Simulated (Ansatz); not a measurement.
**LuSe (Fm-3m): Grüneisen parameters**

Does LuSe (Fm-3m) expand much on heating, by its phonons?

Calculated with Ansatz 0.2.0; DFT PBEsol, scalar-relativistic, plane waves, PAW; PAW set soft_1.

**1. Starting point**

It takes space group Fm-3m (No. 225, cubic). Conventional cell: a = 5.551 Å, b = 5.551 Å, c = 5.551 Å, α = 90.00°, β = 90.00°, γ = 90.00°. Nearest to Lu lie 6 Se at 2.78 Å. Se has 6 Lu at 2.78 Å nearest. Farther neighbours and most contacts between anions are not listed.

**2. Phonons on a q mesh**

The cell comes from relaxations at this level that are not shown. Stability and thermal properties need the whole zone. Linear response on a 4×4×4 q mesh gives force constants as far as a supercell of that size would.

Input file input.yaml:

```yaml
crystal:
  lattice:
    - [0.0, 2.7754349891, 2.7754349891]
    - [2.7754349891, 0.0, 2.7754349891]
    - [2.7754349891, 2.7754349891, 0.0]
  atoms:
    - { symbol: Lu, position: [0.0, 0.0, 0.0] }
    - { symbol: Se, position: [0.5, 0.5, 0.5] }
kpoints:
  mp_grid: { grid: [16, 16, 16] }
hamiltonian:
  xc: pbesol
  pseudopotentials: { kind: paw, azcp: { folder: soft_1 }, xc_functional: pbe }
scf:
  occupations: { method: methfessel_paxton, width: 0.2 }
output:
  eigenvalues: true
phonons:
  method: dfpt
  qmesh: [4, 4, 4]
  temperatures: { t_max: 1000, t_step: 50 }
  qpath:
    path:
      - [[0.0, 0.0, 0.0], [0.5, 0.0, 0.5], [0.625, 0.25, 0.625]]
      - [[0.375, 0.375, 0.75], [0.0, 0.0, 0.0], [0.5, 0.5, 0.5], [0.5, 0.25, 0.75], [0.5, 0.0, 0.5]]
    npoints: 10
```

Started as:

```sh
> ansatz run input.yaml --threads 4 --pin off --max-ram 10240MiB --backend cpu --events-out ev --progress --plain --runs-dir out
```

Numbers of over 12 decimals in the logs are rounded to 6 here.

Log:

```text
Engine: ansatz 0.2.0, x86_64-unknown-linux-gnu
Pseudopotentials: kind: paw
Pseudopotential: Lu, paw, valence charge 25, recommended cutoff 420 eV (normal), soft_1/Lu.paw.azcp
Pseudopotential: Se, paw, valence charge 16, recommended cutoff 420 eV (normal), soft_1/Se.paw.azcp
Functional definition: PBEsol
  exchange = pbesol_x
  correlation = pbesol_c
Crystal: 2 atoms, lattice volume = 42.759 Å³
Basis set: ecut = 420 eV, 869 PW (Γ), exchange–correlation on 54×54×54 points (8 copies of the dense FFT grid, shifted against one another)
Bands: 25, of which v1, the nominal top of the filled ones, is band 21 counted from 1 (20 counted from 0)
Symmetry: 48 space group operations
k-points: 145 of 4096
Non-local potential: Lu, projectors of the file, l = 0: 3, l = 1: 2, l = 2: 2, l = 3: 3
Non-local potential: Se, projectors of the file, l = 0: 2, l = 1: 2, l = 2: 3, l = 3: 1
PAW form: soft (Blöchl's): semilocal exchange-correlation on the pseudo side does not see the compensation charge
PAW frozen core: Lu, regenerated for the run's functional, and the local potential with it (the file was generated under x = pbe(κ = 0.804, μ = 0.219515), c = pbe(β = 0.066725))
PAW frozen core: Se, regenerated for the run's functional, and the local potential with it (the file was generated under x = pbe(κ = 0.804, μ = 0.219515), c = pbe(β = 0.066725))
PAW one-centre angular grid: Lu, 590 points (default); XC on 64 Gauss nodes
PAW one-centre angular grid: Se, 590 points (default); XC on 64 Gauss nodes
Initial density: superposition of atomic densities (chi_scale 0.1, normalization cell, long waves kept (reshape's long-wave potential 0.00 eV rms))
Initial wavefunctions: pseudopotential atomic-orbital guess
Functional: x = pbesol(κ = 0.804, μ = 0.123457), c = pbesol(β = 0.046)
SCF iter   1: F=—  HF=-20041.825094 eV  |F-HF|=—  |Δ(HF+E_count)|=         —  Δρ=9.72e-2  dr2=6.16e0  ethr=3.10e-3  ⟨swp⟩=5.5  Hψ=37639  notcnv=0
automatic band count: the SCF goes on with 29 bands, as 25 were too few: the levels above may hold too much charge
preconditioner: auto → Kerker (q_TF=auto, 2.709 Å⁻¹)  [metal: Δε(μ)=0.012 eV  Ē_g=17.653 eV  σ=0.200 eV  W_gap=0.05  n_scr=14 (ndim 8)  ℏωp=30.6 eV  f_vac=0.000  D(μ)=1.07/eV (n_scr^D=8)]
SCF iter   2: F=—  HF=-20040.312731 eV  |F-HF|=—  |Δ(HF+E_count)|=    1.51e0  S|Δr|=    0.00e0  Δρ=4.53e-2  dr2=1.41e0  ethr=3.10e-3  ⟨swp⟩=4.2  Hψ=11337  notcnv=0  defer=432
SCF iter   3: F=—  HF=-20039.886725 eV  |F-HF|=—  |Δ(HF+E_count)|=   4.26e-1  S|Δr|=    0.00e0  Δρ=3.06e-2  dr2=4.92e-1  ethr=3.10e-3  ⟨swp⟩=3.9  Hψ=9829  notcnv=0  defer=439
SCF iter   4: F=—  HF=-20039.526519 eV  |F-HF|=—  |Δ(HF+E_count)|=   3.60e-1  S|Δr|=    0.00e0  Δρ=9.33e-3  dr2=2.22e-2  ethr=1.20e-3  ⟨swp⟩=3.4  Hψ=11444  notcnv=0  defer=443
SCF iter   5: F=—  HF=-20039.557217 eV  |F-HF|=—  |Δ(HF+E_count)|=   3.07e-2  S|Δr|=    0.00e0  Δρ=4.03e-3  dr2=3.26e-3  ethr=5.43e-5  ⟨swp⟩=3.0  Hψ=11180  notcnv=0  defer=445
SCF iter   6: F=—  HF=-20039.554946 eV  |F-HF|=—  |Δ(HF+E_count)|=   2.27e-3  S|Δr|=    0.00e0  Δρ=6.43e-4  dr2=1.39e-4  ethr=7.94e-6  ⟨swp⟩=3.0  Hψ=9434  notcnv=0  defer=445
SCF iter   7: F=—  HF=-20039.555317 eV  |F-HF|=—  |Δ(HF+E_count)|=   3.70e-4  S|Δr|=    0.00e0  Δρ=2.84e-4  dr2=3.17e-5  ethr=3.40e-7  ⟨swp⟩=3.4  Hψ=9896  notcnv=0  defer=445
SCF iter   8: F=—  HF=-20039.555330 eV  |F-HF|=—  |Δ(HF+E_count)|=   1.30e-5  S|Δr|=    0.00e0  Δρ=9.00e-5  dr2=5.15e-6  ethr=7.72e-8  ⟨swp⟩=2.4  Hψ=6915  notcnv=0  defer=445
SCF iter   9: F=—  HF=-20039.555328 eV  |F-HF|=—  |Δ(HF+E_count)|=   1.67e-6  S|Δr|=    0.00e0  Δρ=1.75e-5  dr2=1.56e-7  ethr=1.26e-8  ⟨swp⟩=2.1  Hψ=6946  notcnv=0  defer=445
SCF iter  10: F=—  HF=-20039.555328 eV  |F-HF|=—  |Δ(HF+E_count)|=   7.77e-9  S|Δr|=    0.00e0  Δρ=3.22e-6  dr2=3.48e-9  ethr=3.80e-10  ⟨swp⟩=3.2  Hψ=9300  notcnv=0  defer=445
SCF iter  11: F=—  HF=-20039.555328 eV  |F-HF|=—  |Δ(HF+E_count)|=  9.57e-10  S|Δr|=    0.00e0  Δρ=1.01e-6  dr2=3.57e-10  ethr=8.50e-12  ⟨swp⟩=2.2  Hψ=6824  notcnv=0  defer=445
SCF iter  12: F=—  HF=-20039.555328 eV  |F-HF|=—  |Δ(HF+E_count)|=  1.46e-10  S|Δr|=    0.00e0  Δρ=1.21e-7  dr2=3.37e-12  ethr=1.00e-12  ⟨swp⟩=16.1  Hψ=39351  notcnv=0
SCF iter  13: F=—  HF=-20039.555328 eV  |F-HF|=—  |Δ(HF+E_count)|=  7.28e-12  S|Δr|=    0.00e0  Δρ=7.14e-8  dr2=1.58e-12  ethr=1.00e-12  ⟨swp⟩=7.9  Hψ=24268  notcnv=0
SCF iter  14: F=-20039.555328 eV  HF=-20039.555328 eV  |F-HF|=3.64e-12  |Δ(HF+E_count)|=  7.28e-12  S|Δr|=    0.00e0  Δρ=1.84e-8  dr2=7.81e-14  ethr=1.00e-12  ⟨swp⟩=7.2  Hψ=21937  notcnv=0
SCF 1 converged in 14 iterations: F = -20039.555328 eV  dr2 = 7.81e-14
  greatest PAW one-centre occupation: 1.000 electrons in one spin orbital (limit 2), on the Se atom at site 1 (counted from 0), in its partial waves of l = 2
phonons: the bands overlap, so this run is a metal and interpolates without the dipole-dipole term. If the crystal is really an insulator or semiconductor, its LO-TO splitting is missing
NSCF: frozen V_eff on 145 k-points
NSCF: frozen V_eff on 349 k-points
DFPT response loops at q = (0, 0, 0) (fractional): preconditioner auto → Kerker (q_TF=auto, 2.709 Å⁻¹) (partly filled bands, converged f_vac=0.000); β = 1.00, the filter's whole step (`scf.mixing.beta` (0.50) is not read by the response loops under this deck's `scf.mixing.preconditioner`; to damp them name `kerker` or `kerker_dos`, under which they read `scf.mixing.beta`, and type it under 1.00, their step now; both keys bind the ground state too); Broyden in place of MSR1
NSCF: frozen V_eff on 4352 k-points
DFPT response loops at q = (0, 0, 0.25) (fractional): mixed as the last ones told, above
NSCF: frozen V_eff on 2196 k-points
DFPT response loops at q = (0, 0, -0.5) (fractional): mixed as the last ones told, above
NSCF: frozen V_eff on 2320 k-points
DFPT response loops at q = (0, 0.25, 0.25) (fractional): mixed as the last ones told, above
NSCF: frozen V_eff on 8192 k-points
DFPT response loops at q = (0, 0.25, -0.5) (fractional): mixed as the last ones told, above
phonons.qmesh, q = [0.0000, 0.2500, -0.5000]: its response loops start from zero, take more passes and end by a threshold: the memory limit or budget leaves too little room for the subspace of the ground state's own states beside the solves, or none could be made (phonons.method)
NSCF: frozen V_eff on 4352 k-points
DFPT response loops at q = (0, 0.25, -0.25) (fractional): mixed as the last ones told, above
NSCF: frozen V_eff on 1242 k-points
DFPT response loops at q = (0, -0.5, -0.5) (fractional): mixed as the last ones told, above
NSCF: frozen V_eff on 2320 k-points
DFPT response loops at q = (0.25, -0.5, -0.25) (fractional): mixed as the last ones told, above
SCF converged after 14 iterations
Stability not checked: this state was not tested for a lower state beside it, because cold or Methfessel-Paxton smearing, or corrected tetrahedra, fill the levels in a way that the test cannot read (fill_not_monotonic; see scf.lower_state_search)
Free energy (F): -20039.555328 eV
Harris-Foulkes:  -20039.555328 eV  (|F-HF|=3.64e-12)
Internal energy: -20039.554423 eV  (E = F + TS)
E sigma→0 (E₀):  -20039.555102 eV
Entropy (-TS):   -0.000905 eV (-0.452 meV/atom)
Fermi energy:    16.060582 eV
--- Per-component energies (eV) ---
  E_band       = -266.074009
  E_kinetic    = 535.728636
  E_local      = -8843.707186  (includes V_loc(G=0)·N_el)
  E_nonlocal   = 331.550203
  E_hartree    = 3985.483980
  E_xc         = -294.066914
  E_vxc        = -346.704254  (∫ρ·V_xc dr)
  E_paw        = -9386.806820  (= ΣΔE_a)
  E_vpaw       = 86.091026  (= ΣTr[D̂ρ^β])
  E_aug_tail   = -0.000392  (compensation charges beyond the density's cutoff)
  E_ewald      = -6369.936267
  E_core_change = 2.200336  (= ΣΔE_core)
  E_smearing   = -0.000905  (= −TS)
  E_closure    = -0.000000  (closes the sum)
  Σ components = -20039.555328   (vs F -20039.555328, Δ=0.00e0)
--- Band table (eV; the first three rows and the last of 145) ---
  k-point 0: bands = [... 17 lower, 13.1454, 13.1454, 13.1454, 15.8050, 15.8050, 15.8050, 16.3918, 16.7389, ... 4 higher]
  k-point 1: bands = [... 17 lower, 12.7718, 12.9849, 12.9849, 15.8707, 15.8985, 15.8985, 16.7445, 16.9543, ... 4 higher]
  k-point 2: bands = [... 17 lower, 11.9940, 12.6070, 12.6070, 15.9294, 16.1347, 16.1347, 17.5364, 17.5364, ... 4 higher]
  k-point 144: bands = [... 17 lower, 10.4960, 10.4960, 10.5495, 17.0586, 17.0586, 17.7846, 19.6572, 19.9062, ... 4 higher]
--- Phonons (Γ-DFPT): 2 representative perturbations + reference (Σ response iterations 6) ---
  ASR residual: 4.776e-5 → 0.000e0 eV/Å²; symmetrization residual: 1.003e-5 eV/Å²
  ASR residual per site (eV/Å²): 4.78e-5 9.68e-6
  Γ frequencies (cm⁻¹): 0.00 0.00 0.00 191.71 191.71 191.71
--- Phonons (arbitrary-q DFPT): 8 irreducible q on the 4×4×4 mesh ---
  q = [0.0000, 0.0000, 0.0000] (star 1, of the zone-centre solve; hermiticity 2.73e-6, symmetrization 6.31e-12): -0.00 0.00 0.00 191.71 191.71 191.71
  q = [0.0000, 0.0000, 0.2500] (star 8, 2 solved perturbations on 2176 of 4096 k-point pairs; hermiticity 1.06e-6, symmetrization 2.90e-12): 64.53 64.53 75.96 187.20 187.20 187.72
  q = [0.0000, 0.0000, -0.5000] (star 4, 2 solved perturbations on 1098 of 4096 k-point pairs; hermiticity 1.94e-13, symmetrization 1.55e-12): 43.91 94.79 94.79 175.24 175.24 188.12
  q = [0.0000, 0.2500, 0.2500] (star 6, 4 solved perturbations in 3616 linear systems a pass and spin channel, the states on 1160 of 4096 k-point pairs; hermiticity 1.03e-6, symmetrization 3.80e-13): 36.99 36.99 86.59 181.73 190.12 190.12
  q = [0.0000, 0.2500, -0.5000] (star 24, 4 solved perturbations in 12544 linear systems a pass and spin channel, the states on 4096 of 4096 k-point pairs; hermiticity 6.57e-6, symmetrization 7.34e-13): 40.58 71.54 71.79 186.85 187.00 191.10
  q = [0.0000, 0.2500, -0.2500] (star 12, 4 solved perturbations in 6672 linear systems a pass and spin channel, the states on 2176 of 4096 k-point pairs; hermiticity 9.40e-7, symmetrization 1.36e-12): 44.31 74.55 90.56 177.42 184.65 187.67
  q = [0.0000, -0.5000, -0.5000] (star 3, 4 solved perturbations in 1940 linear systems a pass and spin channel, the states on 621 of 4096 k-point pairs; hermiticity 1.19e-6, symmetrization 2.11e-12): 28.16 44.10 44.10 192.19 192.19 196.78
  q = [0.2500, -0.5000, -0.2500] (star 6, 4 solved perturbations in 3498 linear systems a pass and spin channel, the states on 1160 of 4096 k-point pairs; hermiticity 1.24e-6, symmetrization 2.58e-12): 42.56 42.56 76.10 178.52 191.72 191.72
  sum rule: each row above includes the acoustic sum rule's correction from the zone centre's row sums; it moved no ω² by more than (0.27 cm⁻¹)²
  mesh force constants: q→R imaginary residual 5.97e-18; ASR residual 4.776e-5 → 0.000e0 eV/Å²; symmetrization residual 8.882e-15 eV/Å²
  interpolated dispersion: 62 rows × 6 modes
  density of states and harmonic sums: on the 20×20×20 q-mesh, interpolated from the force constants of a 4×4×4 supercell (no non-analytic term)
  largest difference from the sums on the solved wave vectors: F 1.39e-2 eV, S 1.79e-5 and C_V 4.01e-6 eV/K
  zero-point energy: 0.046228 eV/cell   skipped modes (ω ≤ 0): 3   left out of the sums: 6.25e-5 of the cell's modes: C_V's classical limit lies that fraction below 3 k_B per atom; for a crystal, a wire or a layer, F and S can be off by more, and a phonons.interpolated_qmesh denser along its periods is the remedy for the sampling
```

Elapsed: 19 min, on 4 threads of Intel Xeon 6975P-C (Granite Rapids), shared host; peak memory 7.1 GiB.

In the SCF lines HF is the Harris–Foulkes energy and dr2 the Hartree energy of the density residual, in eV; the loop may stop once dr2 is under the threshold and the program's other checks hold. Hψ counts applications of the Hamiltonian.

This step gave:

```yaml
volume_per_atom: 21.38 Å³
gap_on_the_k_mesh: 0 eV
sum_rule_residual_before_enforcement: 4.78e-5 eV/Å²
lowest_frequency_on_the_path: 0 cm⁻¹
point_group: m-3m
highest_frequency_on_the_path_or_at_a_solved_wavevector: 196.8 cm⁻¹
mean_frequency: 124.3 cm⁻¹
debye_temperature_second_moment: 260 K
logarithmic_mean_frequency: 104.5 cm⁻¹
highest_optical_mode_at_the_zone_centre_no_lo_to_term: 191.7 cm⁻¹
lowest_optical_zone_centre_mode: 191.7 cm⁻¹
lowest_mode_on_the_q_mesh_acoustic_modes_at_gamma_apart: 28.16 cm⁻¹
zero_point_energy_per_atom: 23.11 meV
heat_capacity_at_300_k: 24.04 J/(mol atoms K)
vibrational_entropy_at_300_k: 42.63 J/(mol atoms K)
edges_of_the_widest_gap_between_branches_on_path_and_mesh: 94.8, 175.2 cm⁻¹
```

Frequencies (cm⁻¹) solved at each irreducible wavevector; negative means imaginary. Frequencies by wavevector, by row:

| q in reciprocal lattice units | star | mode 1 | mode 2 | mode 3 | mode 4 | mode 5 | mode 6 |
| --- | --- | --- | --- | --- | --- | --- | --- |
| 0 0 0 | 1 | 0 | 0 | 0 | 191.7 | 191.7 | 191.7 |
| 0 0 0.25 | 8 | 64.5 | 64.5 | 76 | 187.2 | 187.2 | 187.7 |
| 0 0 -0.5 | 4 | 43.9 | 94.8 | 94.8 | 175.2 | 175.2 | 188.1 |
| 0 0.25 0.25 | 6 | 37 | 37 | 86.6 | 181.7 | 190.1 | 190.1 |
| 0 0.25 -0.5 | 24 | 40.6 | 71.5 | 71.8 | 186.8 | 187 | 191.1 |
| 0 0.25 -0.25 | 12 | 44.3 | 74.5 | 90.6 | 177.4 | 184.7 | 187.7 |
| 0 -0.5 -0.5 | 3 | 28.2 | 44.1 | 44.1 | 192.2 | 192.2 | 196.8 |
| 0.25 -0.5 -0.25 | 6 | 42.6 | 42.6 | 76.1 | 178.5 | 191.7 | 191.7 |

Symmetry leaves 8 wavevectors to solve. The lowest mode among them, the acoustic zeros apart, lies at q = (0, -0.5, -0.5) and is real, 28.2 cm⁻¹.

**3. Relaxing at another volume, volume ratio 0.97**

The volume is scaled by 0.97 and held; symmetry leaves nothing to relax, so this is a single point. The modes can then be followed against volume.

input.yaml, the sections that differ from step 2:

```yaml
crystal:
  lattice:
    - [0.0, 2.7473983754, 2.7473983754]
    - [2.7473983754, 0.0, 2.7473983754]
    - [2.7473983754, 2.7473983754, 0.0]
  atoms:
    - { symbol: Lu, position: [0.0, 0.0, 0.0] }
    - { symbol: Se, position: [0.5, 0.5, 0.5] }
output:
  forces: true
  stress: true
  eigenvalues: true
# kpoints, hamiltonian, scf: as in step 2
# phonons: removed
```

Log:

```text
[...]
Crystal: 2 atoms, lattice volume = 41.476 Å³
Basis set: ecut = 420 eV, 869 PW (Γ), exchange–correlation on 54×54×54 points (8 copies of the dense FFT grid, shifted against one another)
Bands: 25, of which v1, the nominal top of the filled ones, is band 21 counted from 1 (20 counted from 0)
Symmetry: 48 space group operations
[...]
k-points: 145 of 4096
[...]
k-point 0: bands = [... 17 lower, 13.7234, 13.7234, 13.7234, 16.2944, 16.2944, 16.2944, 17.1625, 17.2697, ... 4 higher]
  k-point 1: bands = [... 17 lower, 13.3409, 13.5499, 13.5499, 16.3766, 16.3924, 16.3924, 17.4993, 17.4993, ... 4 higher]
  k-point 2: bands = [... 17 lower, 12.5462, 13.1469, 13.1469, 16.4591, 16.6377, 16.6377, 18.1137, 18.1137, ... 4 higher]
  k-point 144: bands = [... 17 lower, 10.9960, 10.9960, 11.0782, 17.6139, 17.6139, 18.4256, 20.3585, 20.5650, ... 4 higher]
[key lines of the parts left out:]
SCF converged after 10 iterations
Free energy (F): -20039.543482 eV
Fermi energy:    16.582425 eV
P = ⅓ Tr σ = 3.0414 GPa (30.414 kbar)
```

Run time: 2.4 s. Hardware: 4 threads; peak memory 0.51 GiB.

Numbers from this step:

* pressure: 3.041 GPa
* volume per atom: 20.74 Å³

The run ends at a pressure of 3.04 GPa.

**4. Phonons at the other volume, volume ratio 0.97**

The phonons are repeated at this volume on the same k and q meshes.

input.yaml: that of step 3 with these lines changed.

```diff
@@ -16,4 +16,11 @@
 output:
-  forces: true
-  stress: true
   eigenvalues: true
+phonons:
+  method: dfpt
+  qmesh: [4, 4, 4]
+  temperatures: { t_max: 1000, t_step: 50 }
+  qpath:
+    path:
+      - [[0.0, 0.0, 0.0], [0.5, 0.0, 0.5], [0.625, 0.25, 0.625]]
+      - [[0.375, 0.375, 0.75], [0.0, 0.0, 0.0], [0.5, 0.5, 0.5], [0.5, 0.25, 0.75], [0.5, 0.0, 0.5]]
+    npoints: 10
```

Log:

```text
[...]
Crystal: 2 atoms, lattice volume = 41.476 Å³
Basis set: ecut = 420 eV, 869 PW (Γ), exchange–correlation on 54×54×54 points (8 copies of the dense FFT grid, shifted against one another)
Bands: 25, of which v1, the nominal top of the filled ones, is band 21 counted from 1 (20 counted from 0)
Symmetry: 48 space group operations
k-points: 145 of 4096
[...]
SCF iter   1: F=—  HF=-20041.786204 eV  |F-HF|=—  |Δ(HF+E_count)|=         —  Δρ=9.82e-2  dr2=6.04e0  ethr=3.10e-3  ⟨swp⟩=5.6  Hψ=38107  notcnv=0
[...]
SCF iter  13: F=-20039.543482 eV  HF=-20039.543482 eV  |F-HF|=3.64e-12  |Δ(HF+E_count)|=  3.27e-11  S|Δr|=    0.00e0  Δρ=4.18e-8  dr2=4.17e-13  ethr=1.00e-12  ⟨swp⟩=17.2  Hψ=37370  notcnv=0
SCF 1 converged in 13 iterations: F = -20039.543482 eV  dr2 = 4.17e-13
[...]
NSCF: frozen V_eff on 145 k-points
[...]
SCF converged after 13 iterations
[...]
Free energy (F): -20039.543482 eV
[...]
Internal energy: -20039.542696 eV  (E = F + TS)
E sigma→0 (E₀):  -20039.543286 eV
Entropy (-TS):   -0.000786 eV (-0.393 meV/atom)
Fermi energy:    16.582431 eV
[...]
--- Band table (eV; the first three rows and the last of 145) ---
  k-point 0: bands = [... 17 lower, 13.7234, 13.7234, 13.7234, 16.2944, 16.2944, 16.2944, 17.1625, 17.2697, ... 4 higher]
  k-point 1: bands = [... 17 lower, 13.3409, 13.5499, 13.5499, 16.3766, 16.3924, 16.3924, 17.4993, 17.4993, ... 4 higher]
  k-point 2: bands = [... 17 lower, 12.5463, 13.1469, 13.1469, 16.4591, 16.6377, 16.6377, 18.1137, 18.1137, ... 4 higher]
  k-point 144: bands = [... 17 lower, 10.9960, 10.9960, 11.0783, 17.6139, 17.6139, 18.4257, 20.3585, 20.5650, ... 4 higher]
[...]
ASR residual: 5.081e-5 → 0.000e0 eV/Å²; symmetrization residual: 9.032e-6 eV/Å²
  ASR residual per site (eV/Å²): 5.08e-5 8.28e-6
  Γ frequencies (cm⁻¹): 0.00 0.00 0.00 203.11 203.11 203.11
--- Phonons (arbitrary-q DFPT): 8 irreducible q on the 4×4×4 mesh ---
[...]
interpolated dispersion: 62 rows × 6 modes
[...]
```

Wall time 19 min (4 threads); peak memory 6.8 GiB; 72 min of CPU time.

This step gave:

* sum-rule residual before enforcement: 5.08e-5 eV/Å²
* highest frequency on the path or at a solved wavevector: 209.4 cm⁻¹
* mean frequency: 131.8 cm⁻¹
* Debye temperature (second moment): 275 K
* logarithmic mean frequency: 110.9 cm⁻¹
* highest optical mode at the zone centre (no LO-TO term): 203.1 cm⁻¹
* lowest optical zone-centre mode: 203.1 cm⁻¹
* lowest mode on the q mesh (acoustic modes at Γ apart): 28.76 cm⁻¹
* zero-point energy per atom: 24.51 meV
* heat capacity at 300 K: 23.93 J/(mol atoms K)
* vibrational entropy at 300 K: 41.20 J/(mol atoms K)
* edges of the widest gap between branches, on path and mesh: 101, 184.4 cm⁻¹

Frequencies (cm⁻¹) solved at each irreducible wavevector; negative means imaginary. Frequencies by wavevector, by row:

| q in reciprocal lattice units | star | mode 1 | mode 2 | mode 3 | mode 4 | mode 5 | mode 6 |
| --- | --- | --- | --- | --- | --- | --- | --- |
| 0 0 0 | 1 | 0 | 0 | 0 | 203.1 | 203.1 | 203.1 |
| 0 0 0.25 | 8 | 68.8 | 68.8 | 80.4 | 197.7 | 197.7 | 198.5 |
| 0 0 -0.5 | 4 | 55.2 | 101 | 101 | 184.4 | 184.4 | 197.4 |
| 0 0.25 0.25 | 6 | 37.4 | 37.4 | 94 | 191.2 | 202 | 202 |
| 0 0.25 -0.5 | 24 | 45.8 | 75.7 | 76 | 197.7 | 198.1 | 202.1 |
| 0 0.25 -0.25 | 12 | 44.7 | 82.4 | 97 | 186.6 | 193.9 | 200 |
| 0 -0.5 -0.5 | 3 | 28.8 | 44.9 | 44.9 | 204.2 | 204.2 | 209.4 |
| 0.25 -0.5 -0.25 | 6 | 43.2 | 43.2 | 83.5 | 187.8 | 204.2 | 204.2 |

The highest optical mode at the zone centre (no LO-TO term) is 203.1 cm⁻¹, +11.4 cm⁻¹ against the base run.

(Part 1 of 2 ends here.)

[Logs are printed without paths, hosts, clocks, repeated set-up lines and the standing remarks that a program may print on its own settings, such as how far it seeks lower states.]

[Hosts, paths, dates, database ids (printed as entryN), source tags and the programs' standing remarks are cut or masked in the printed files.]
